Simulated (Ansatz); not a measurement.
# Ba (Im-3m): phonon-mediated transition temperature

Aim: the phonon-mediated transition temperature of Ba (Im-3m) at ambient pressure, over a range of μ*. The cell shown first is a relaxed one, from steps not shown here.

Calculated with Ansatz 0.2.0; DFT PBE, scalar-relativistic, plane waves, PAW; PAW set soft_1.

### Step 1. The cell after earlier relaxation steps

The structure is cubic, space group Im-3m (No. 229). The conventional cell has a = 5.013 Å, b = 5.013 Å, c = 5.013 Å, α = 90.00°, β = 90.00°, γ = 90.00°. Nearest to Ba lie 8 Ba at 4.34 Å.

### Step 2. Resistivity: q 4×4×4, k 12×12×12, scattering 16×16×16

The run that gives the couplings also evaluates McMillan's and Allen and Dynes's formulas and, where asked, the Eliashberg equations, over a range of μ*.

input.yaml reads:

```yaml
crystal:
  lattice:
    - [-2.5065, 2.5065, 2.5065]
    - [2.5065, -2.5065, 2.5065]
    - [2.5065, 2.5065, -2.5065]
  atoms:
    - { symbol: Ba, position: [0.0, 0.0, 0.0] }
kpoints:
  mp_grid: { grid: [12, 12, 12] }
hamiltonian:
  xc: pbe
  pseudopotentials: { kind: paw, azcp: { folder: soft_1 } }
scf:
  occupations: { method: methfessel_paxton, width: 0.2 }
output:
  eigenvalues: true
phonons:
  method: dfpt
  qmesh: [4, 4, 4]
  temperatures: { t_max: 1000, t_step: 50 }
  qpath:
    path:
      - [[0.0, 0.0, 0.0], [0.5, -0.5, 0.5], [0.0, 0.0, 0.5], [0.0, 0.0, 0.0], [0.25, 0.25, 0.25], [0.5, -0.5, 0.5]]
      - [[0.25, 0.25, 0.25], [0.0, 0.0, 0.5]]
    npoints: 6
  electrical_resistivity:
    mesh: [16, 16, 16]
    temperatures: [20.0, 50.0, 80.0, 100.0, 150.0, 200.0, 273.0, 300.0, 400.0, 500.0, 600.0, 800.0]
  superconductivity: { mesh: [16, 16, 16] }
```

Run with:

```console
ansatz run input.yaml --threads 16 --pin off --max-ram 92160MiB --backend cuda --events-out ev --progress --plain --runs-dir out --max-vram 78GiB
```

Numbers of over 12 decimals in the logs are rounded to 6 here.

What it wrote:

```text
Engine: ansatz 0.2.0, aarch64-unknown-linux-gnu
Pseudopotentials: kind: paw
Pseudopotential: Ba, paw, valence charge 10, recommended cutoff 420 eV (normal), soft_1/Ba.paw.azcp
Functional definition: PBE
  parameter kappa = 0.804
  parameter beta = 0.066725
  exchange = pbe_x(kappa = kappa, mu = beta*pi^2/3)
  correlation = pbe_c(beta = beta)
[...]
Crystal: 1 atoms, lattice volume = 62.989 Å³
Basis set: ecut = 420 eV, 1253 PW (Γ), exchange–correlation on 60×60×60 points (8 copies of the dense FFT grid, shifted against one another)
Bands: 9, of which v1, the nominal top of the filled ones, is band 5 counted from 1 (4 counted from 0)
Symmetry: 48 space group operations
k-points: 72 of 1728
Non-local potential: Ba, projectors of the file, l = 0: 3, l = 1: 2, l = 2: 2, l = 3: 2
PAW form: soft (Blöchl's): semilocal exchange-correlation on the pseudo side does not see the compensation charge
PAW one-centre angular grid: Ba, 194 points (default); XC on 64 Gauss nodes
Initial density: superposition of atomic densities (chi_scale 0.1, normalization cell)
Initial wavefunctions: pseudopotential atomic-orbital guess
[...]
Functional: x = pbe(κ = 0.804, μ = 0.219515), c = pbe(β = 0.066725)
SCF iter   1: F=—  HF=-5949.693098 eV  |F-HF|=—  |Δ(HF+E_count)|=         —  Δρ=4.91e-3  dr2=1.06e-2  ethr=3.10e-3  ⟨swp⟩=7.2  Hψ=5781  notcnv=0
preconditioner: auto → Kerker (q_TF=auto, 2.008 Å⁻¹)  [metal: Δε(μ)=0.013 eV  Ē_g=2.787 eV  σ=0.200 eV  W_gap=0.05  n_scr=12 (ndim 8)  ℏωp=6.6 eV  f_vac=0.000  D(μ)=1.26/eV (n_scr^D=12)]
SCF iter   2: F=—  HF=-5949.696530 eV  |F-HF|=—  |Δ(HF+E_count)|=   3.43e-3  S|Δr|=    0.00e0  Δρ=2.94e-3  dr2=4.42e-3  ethr=1.06e-4  ⟨swp⟩=1.0  Hψ=1224  notcnv=0
[...]
SCF iter   9: F=-5949.699830 eV  HF=-5949.699830 eV  |F-HF|=9.09e-13  |Δ(HF+E_count)|=  3.18e-11  S|Δr|=    0.00e0  Δρ=2.34e-8  dr2=2.01e-13  ethr=1.00e-12  ⟨swp⟩=5.9  Hψ=3492  notcnv=0
SCF 1 converged in 9 iterations: F = -5949.699830 eV  dr2 = 2.01e-13
  greatest PAW one-centre occupation: 0.960 electrons in one spin orbital (limit 2), on the Ba atom at site 0 (counted from 0), in its partial waves of l = 0
[...]
NSCF: frozen V_eff on 72 k-points, pencils in batches of 32, up to order 36
[...]
NSCF: frozen V_eff on 72 k-points
[...]
DFPT response loops at q = (0, 0, 0) (fractional): preconditioner auto → Kerker (q_TF=auto, 2.008 Å⁻¹) (partly filled bands, converged f_vac=0.000); β = 1.00, the filter's whole step (`scf.mixing.beta` (0.50) is not read by the response loops under this deck's `scf.mixing.preconditioner`; to damp them name `kerker` or `kerker_dos`, under which they read `scf.mixing.beta`, and type it under 1.00, their step now; both keys bind the ground state too); Anderson in place of MSR1; while a model of the screening serves, it and β = 1 on shorter waves in the place of filter and β
[...]
NSCF: frozen V_eff on 72 k-points
[...]
DFPT response loops at q = (0, 0, 0.25) (fractional): mixed as the last ones told, above
[...]
DFPT response loops at q = (0, 0, -0.5) (fractional): mixed as the last ones told, above
[...]
DFPT response loops at q = (0, 0.25, 0.25) (fractional): mixed as the last ones told, above
[...]
DFPT response loops at q = (0.25, 0.25, 0.25) (fractional): mixed as the last ones told, above
[...]
DFPT response loops at q = (0.25, 0.25, -0.25) (fractional): mixed as the last ones told, above
[...]
DFPT response loops at q = (0.25, -0.5, -0.5) (fractional): mixed as the last ones told, above
[...]
DFPT response loops at q = (-0.5, -0.5, -0.5) (fractional): mixed as the last ones told, above
[...]
SCF iter   1: F=—  HF=-5949.693098 eV  |F-HF|=—  |Δ(HF+E_count)|=         —  Δρ=4.91e-3  dr2=1.06e-2  ethr=3.10e-3  ⟨swp⟩=7.2  Hψ=5781  notcnv=0
SCF iter   2: F=—  HF=-5949.696530 eV  |F-HF|=—  |Δ(HF+E_count)|=   3.43e-3  S|Δr|=    0.00e0  Δρ=2.94e-3  dr2=4.42e-3  ethr=1.06e-4  ⟨swp⟩=1.0  Hψ=1224  notcnv=0
SCF iter   3: F=—  HF=-5949.699700 eV  |F-HF|=—  |Δ(HF+E_count)|=   3.17e-3  S|Δr|=    0.00e0  Δρ=4.86e-4  dr2=1.95e-4  ethr=4.42e-5  ⟨swp⟩=2.8  Hψ=946  notcnv=0
SCF iter   4: F=—  HF=-5949.699838 eV  |F-HF|=—  |Δ(HF+E_count)|=   1.38e-4  S|Δr|=    0.00e0  Δρ=7.74e-5  dr2=6.16e-6  ethr=1.95e-6  ⟨swp⟩=2.9  Hψ=1062  notcnv=0
[...]
SCF 2 converged in 9 iterations: F = -5949.699830 eV  dr2 = 2.03e-13
[...]
SCF converged after 9 iterations
[...]
mean free path at 50 K (of a tensor a third of its trace): 84.9 nm by what each carries, 61.4 by the Fermi surface alone
  Hall coefficient in a weak field at 50 K (a third of the trace): 1.451e-9 m³/C (as a tensor it moves by 11.6 % between the two finest meshes); by each state's relaxation time: 1.607e-9 m³/C; by a constant relaxation time: 8.930e-10 m³/C
  mean free path at 80 K (of a tensor a third of its trace): 47.0 nm by what each carries, 34.5 by the Fermi surface alone
  Hall coefficient in a weak field at 80 K (a third of the trace): 1.417e-9 m³/C (as a tensor it moves by 11.6 % between the two finest meshes); by each state's relaxation time: 1.563e-9 m³/C; by a constant relaxation time: 8.931e-10 m³/C
  mean free path at 100 K (of a tensor a third of its trace): 36.6 nm by what each carries, 27.0 by the Fermi surface alone
  Hall coefficient in a weak field at 100 K (a third of the trace): 1.411e-9 m³/C (as a tensor it moves by 11.6 % between the two finest meshes); by each state's relaxation time: 1.554e-9 m³/C; by a constant relaxation time: 8.927e-10 m³/C
  mean free path at 150 K (of a tensor a third of its trace): 23.8 nm by what each carries, 17.6 by the Fermi surface alone
  Hall coefficient in a weak field at 150 K (a third of the trace): 1.406e-9 m³/C (as a tensor it moves by 11.3 % between the two finest meshes); by each state's relaxation time: 1.545e-9 m³/C; by a constant relaxation time: 8.922e-10 m³/C
  mean free path at 200 K (of a tensor a third of its trace): 17.7 nm by what each carries, 13.0 by the Fermi surface alone
  Hall coefficient in a weak field at 200 K (a third of the trace): 1.408e-9 m³/C (as a tensor it moves by 10.6 % between the two finest meshes); by each state's relaxation time: 1.544e-9 m³/C; by a constant relaxation time: 8.920e-10 m³/C
  mean free path at 273 K (of a tensor a third of its trace): 12.8 nm by what each carries, 9.46 by the Fermi surface alone
  Hall coefficient in a weak field at 273 K (a third of the trace): 1.415e-9 m³/C (as a tensor it moves by 9.4 % between the two finest meshes); by each state's relaxation time: 1.545e-9 m³/C; by a constant relaxation time: 8.910e-10 m³/C
  mean free path at 300 K (of a tensor a third of its trace): 11.7 nm by what each carries, 8.58 by the Fermi surface alone
  Hall coefficient in a weak field at 300 K (a third of the trace): 1.419e-9 m³/C (as a tensor it moves by 8.9 % between the two finest meshes); by each state's relaxation time: 1.546e-9 m³/C; by a constant relaxation time: 8.903e-10 m³/C
  mean free path at 400 K (of a tensor a third of its trace): 8.66 nm by what each carries, 6.36 by the Fermi surface alone
  Hall coefficient in a weak field at 400 K (a third of the trace): 1.435e-9 m³/C (as a tensor it moves by 7.1 % between the two finest meshes); by each state's relaxation time: 1.552e-9 m³/C; by a constant relaxation time: 8.853e-10 m³/C
  mean free path at 500 K (of a tensor a third of its trace): 6.87 nm by what each carries, 5.03 by the Fermi surface alone
  Hall coefficient in a weak field at 500 K (a third of the trace): 1.452e-9 m³/C (as a tensor it moves by 5.5 % between the two finest meshes); by each state's relaxation time: 1.557e-9 m³/C; by a constant relaxation time: 8.763e-10 m³/C
  mean free path at 600 K (of a tensor a third of its trace): 5.67 nm by what each carries, 4.13 by the Fermi surface alone
  Hall coefficient in a weak field at 600 K (a third of the trace): 1.468e-9 m³/C (as a tensor it moves by 3.9 % between the two finest meshes); by each state's relaxation time: 1.558e-9 m³/C; by a constant relaxation time: 8.633e-10 m³/C
  mean free path at 800 K (of a tensor a third of its trace): 4.17 nm by what each carries, 3.03 by the Fermi surface alone
  Hall coefficient in a weak field at 800 K (a third of the trace): 1.483e-9 m³/C (as a tensor it moves by 1.6 % between the two finest meshes); by each state's relaxation time: 1.541e-9 m³/C; by a constant relaxation time: 8.255e-10 m³/C
  the resistivity times a path that all electrons share, by the Fermi surface of the deck's mesh alone (a third of the trace): 2.532e-15 Ω·m²
  not converged in the mesh (λ; λ_tr; the resistivity at 20 K by 22.04 %; the resistivity at 50 K by 19.71 %; the resistivity at 80 K by 19.09 %; the resistivity at 100 K by 18.82 %; the resistivity at 150 K by 18.14 %; the resistivity at 200 K by 17.39 %; the resistivity at 273 K by 16.24 %; the resistivity at 300 K by 15.80 %; the resistivity at 400 K by 14.23 %; the resistivity at 500 K by 12.79 %; the resistivity [...]
  vibrations of 64 cells: unjudged by the run; compare a larger repeat
  the changes of the potential over all sites missed a rigid shift's by 0.00 % (the site terms' by 0.00 %)
  at the force constants' own smearing the fine mesh and the k-points of their solves give squared frequencies that differ by 2.6 % of the larger at the most, at (0, 0, -0.5)
--- Superconductivity: potentials and phonons of a 4×4×4 supercell ---
           mesh         λ    ħω_log (meV)  μ* declared at (meV)
       16×16×16    0.2379           4.876                5.614
          8×8×8    0.2246           4.591                5.367
          4×4×4    0.1291           4.480                5.251
  λ by the species' shares of the modes' patterns: Ba 0.2379
  with the Fermi level up to 9.3 meV (the hardest mode) off, states and modes as they are: density of states 0.5912 to 0.6075 /eV of one spin and cell, λ 0.2318 to 0.2390
  transition temperature on the deck's mesh (K), isotropic and anisotropic, restricted to the Fermi surface (FSR) and over the full bandwidth (FBW), and the last with the density of states resolved in a narrower window:
        μ*   McMillan   Allen–Dynes      iso. FSR      iso. FBW    aniso. FSR    aniso. FBW  narrow window
      0.08      0.007         0.007    none_found    none_found    none_found    none_found     none_found
      0.10      0.001         0.001    none_found    none_found    none_found    none_found     none_found
      0.12      0.000         0.000    none_found    none_found    none_found    none_found     none_found
      0.13      0.000         0.000    none_found    none_found    none_found    none_found     none_found
      0.14      0.000         0.000    none_found    none_found    none_found    none_found     none_found
      0.16      0.000         0.000    none_found    none_found    none_found    none_found     none_found
      0.20      0.000         0.000    none_found    none_found    none_found    none_found     none_found
  none_found: no transition down to 0.1 K
  isotope coefficients −∂ln Tc/∂ln M under μ* = 0.13, the force constants as they are, of the isotropic transitions restricted to the Fermi surface and over the full bandwidth: Ba - and -
  not converged in the mesh (λ): between neighbouring meshes, the two finest first, λ moves by 5.58 % and 42.53 % and the anisotropic transition temperature over the full bandwidth at μ* = 0.13 by nothing (neither mesh has one) and nothing (neither mesh has one); converged means that the two finest part by at most 2.00 % and 5.00 %
  vibrations of 64 cells: unjudged by the run; compare a larger repeat
  the changes of the potential over all sites missed a rigid shift's by 0.00 % (the site terms' by 0.00 %)
  at the force constants' own smearing the fine mesh and the k-points of their solves give squared frequencies that differ by 2.6 % of the larger at the most, at (0, 0, -0.5)
```

Wall time 30 s (1 × NVIDIA GB200 with 16 threads of Arm Neoverse V2, shared host); peak memory 6.8 GiB; 4 min of CPU time.

Numbers from this step:

- volume per atom: 62.99 Å³/atom
- metallic on mesh: yes
- gap on the k-mesh: 0 eV
- zero point energy: 0.009403 eV/cell
- share of imaginary modes in the plain interpolation between solved wavevectors: 0
- highest frequency, solved or plainly interpolated: 75.21 cm⁻¹
- Debye temperature (second moment): 99 K
- resistivity at 300 K: 29.5 μΩ cm
- coupling constant λ: 0.2379
- density of states at the Fermi level: 0.6013 states/eV a spin and cell
- log mean phonon energy ħω_log: 4.876 meV
- transport coupling constant λ_tr: 0.2188, 0.2188, 0.2188 (xx, yy, zz)
- Drude plasma energy: 2.801, 2.801, 2.801 eV (xx, yy, zz)
- resistivity times mean free path: 25.32, 25.32, 25.32 × 10⁻¹⁶ Ω m² (xx, yy, zz)
- second-moment phonon energy ħω₂: 5.614 meV
- coupling λ by branch: 0.141, 0.0543, 0.0426 (branches by rank of frequency)

An empty cell: under 1 mK by a formula, or no transition down to the floor of the Eliashberg search. Transition temperatures:

```csv
μ*,McMillan Tc (K),Allen–Dynes Tc (K)
0.08,0.00703,0.00708
0.1,0.00136,0.00137
0.12,-,-
0.13,-,-
0.14,-,-
0.16,-,-
0.2,-,-
```

### Step 3. Resistivity: q 4×4×4, k 16×16×16, scattering 20×20×20

The next rung changes the k mesh of the density and its response; the scattering mesh, which samples the Fermi surface.

input.yaml: that of step 2 with these lines changed.

```diff
@@ -8,3 +8,3 @@
 kpoints:
-  mp_grid: { grid: [12, 12, 12] }
+  mp_grid: { grid: [16, 16, 16] }
 hamiltonian:
@@ -26,4 +26,4 @@
   electrical_resistivity:
-    mesh: [16, 16, 16]
+    mesh: [20, 20, 20]
     temperatures: [20.0, 50.0, 80.0, 100.0, 150.0, 200.0, 273.0, 300.0, 400.0, 500.0, 600.0, 800.0]
-  superconductivity: { mesh: [16, 16, 16] }
+  superconductivity: { mesh: [20, 20, 20] }
```

What it wrote:

```text
[...]
Crystal: 1 atoms, lattice volume = 62.989 Å³
Basis set: ecut = 420 eV, 1253 PW (Γ), exchange–correlation on 60×60×60 points (8 copies of the dense FFT grid, shifted against one another)
Bands: 9, of which v1, the nominal top of the filled ones, is band 5 counted from 1 (4 counted from 0)
Symmetry: 48 space group operations
k-points: 145 of 4096
[...]
SCF iter   1: F=—  HF=-5949.693129 eV  |F-HF|=—  |Δ(HF+E_count)|=         —  Δρ=4.89e-3  dr2=1.06e-2  ethr=3.10e-3  ⟨swp⟩=7.1  Hψ=11635  notcnv=0
[...]
SCF iter   2: F=—  HF=-5949.696576 eV  |F-HF|=—  |Δ(HF+E_count)|=   3.45e-3  S|Δr|=    0.00e0  Δρ=2.93e-3  dr2=4.38e-3  ethr=1.06e-4  ⟨swp⟩=1.0  Hψ=2465  notcnv=0
[...]
SCF iter   9: F=-5949.699858 eV  HF=-5949.699858 eV  |F-HF|=9.09e-13  |Δ(HF+E_count)|=  2.00e-11  S|Δr|=    0.00e0  Δρ=2.08e-8  dr2=1.74e-13  ethr=1.00e-12  ⟨swp⟩=5.8  Hψ=6805  notcnv=0
SCF 1 converged in 9 iterations: F = -5949.699858 eV  dr2 = 1.74e-13
[...]
NSCF: frozen V_eff on 145 k-points, pencils in batches of 32, up to order 36
[...]
NSCF: frozen V_eff on 145 k-points
[...]
SCF iter   1: F=—  HF=-5949.693129 eV  |F-HF|=—  |Δ(HF+E_count)|=         —  Δρ=4.89e-3  dr2=1.06e-2  ethr=3.10e-3  ⟨swp⟩=7.1  Hψ=11635  notcnv=0
[...]
SCF iter   4: F=—  HF=-5949.699861 eV  |F-HF|=—  |Δ(HF+E_count)|=   1.34e-4  S|Δr|=    0.00e0  Δρ=7.58e-5  dr2=5.64e-6  ethr=1.94e-6  ⟨swp⟩=2.9  Hψ=2143  notcnv=0
[...]
SCF 2 converged in 9 iterations: F = -5949.699858 eV  dr2 = 1.72e-13
[...]
SCF converged after 9 iterations
[...]
vibrations of 64 cells: unjudged by the run; compare a larger repeat
[...]
--- Superconductivity: potentials and phonons of a 4×4×4 supercell ---
           mesh         λ    ħω_log (meV)  μ* declared at (meV)
       20×20×20    0.2286           4.872                5.611
       10×10×10    0.2363           4.889                5.604
          5×5×5    0.2047           4.282                5.089
  λ by the species' shares of the modes' patterns: Ba 0.2286
[...]
0.08      0.004         0.004    none_found    none_found    none_found    none_found     none_found
      0.10      0.001         0.001    none_found    none_found    none_found    none_found     none_found
      0.12      0.000         0.000    none_found    none_found    none_found    none_found     none_found
      0.13      0.000         0.000    none_found    none_found    none_found    none_found     none_found
      0.14      0.000         0.000    none_found    none_found    none_found    none_found     none_found
      0.16      0.000         0.000    none_found    none_found    none_found    none_found     none_found
      0.20      0.000         0.000    none_found    none_found    none_found    none_found     none_found
  none_found: no transition down to 0.1 K
[...]
vibrations of 64 cells: unjudged by the run; compare a larger repeat
[...]
```

Run time: 37 s. Hardware: 1 × NVIDIA GB200 with 16 threads; peak memory 6.7 GiB; 5.7 min of CPU time.

Numbers from this step:

```yaml
highest_frequency_solved_or_plainly_interpolated: 75.31 cm⁻¹
resistivity_at_300_k: 29.44 μΩ cm
coupling_constant_lambda: 0.2286
density_of_states_at_the_fermi_level: 0.5893 states/eV a spin and cell
log_mean_phonon_energy_omega_log: 4.872 meV
transport_coupling_constant_lambda_tr: 0.2105, 0.2105, 0.2105 (xx, yy, zz)
drude_plasma_energy: 2.789, 2.789, 2.789 eV (xx, yy, zz)
resistivity_times_mean_free_path: 25.6, 25.6, 25.6 × 10⁻¹⁶ Ω m² (xx, yy, zz)
second_moment_phonon_energy_omega: 5.611 meV
coupling_lambda_by_branch: 0.136, 0.0525, 0.0404 (branches by rank of frequency)
```

An empty cell: under 1 mK by a formula, or no transition down to the floor of the Eliashberg search. Transition temperatures:

```csv
μ*,McMillan Tc (K),Allen–Dynes Tc (K)
0.08,0.00427,0.0043
0.1,-,-
0.12,-,-
0.13,-,-
0.14,-,-
0.16,-,-
0.2,-,-
```

For the log mean phonon energy ħω_log, step 2 gave 4.88 meV; this run, with k-mesh 16×16×16 and scattering mesh 20×20×20, gives 4.87 meV.

(Continued in part 2 of 2.)

[Logs are printed without paths, hosts, clocks, repeated set-up lines and the standing remarks that a program may print on its own settings, such as how far it seeks lower states.]

[Hosts, paths, dates, database ids (printed as entryN), source tags and the programs' standing remarks are cut or masked in the printed files.]
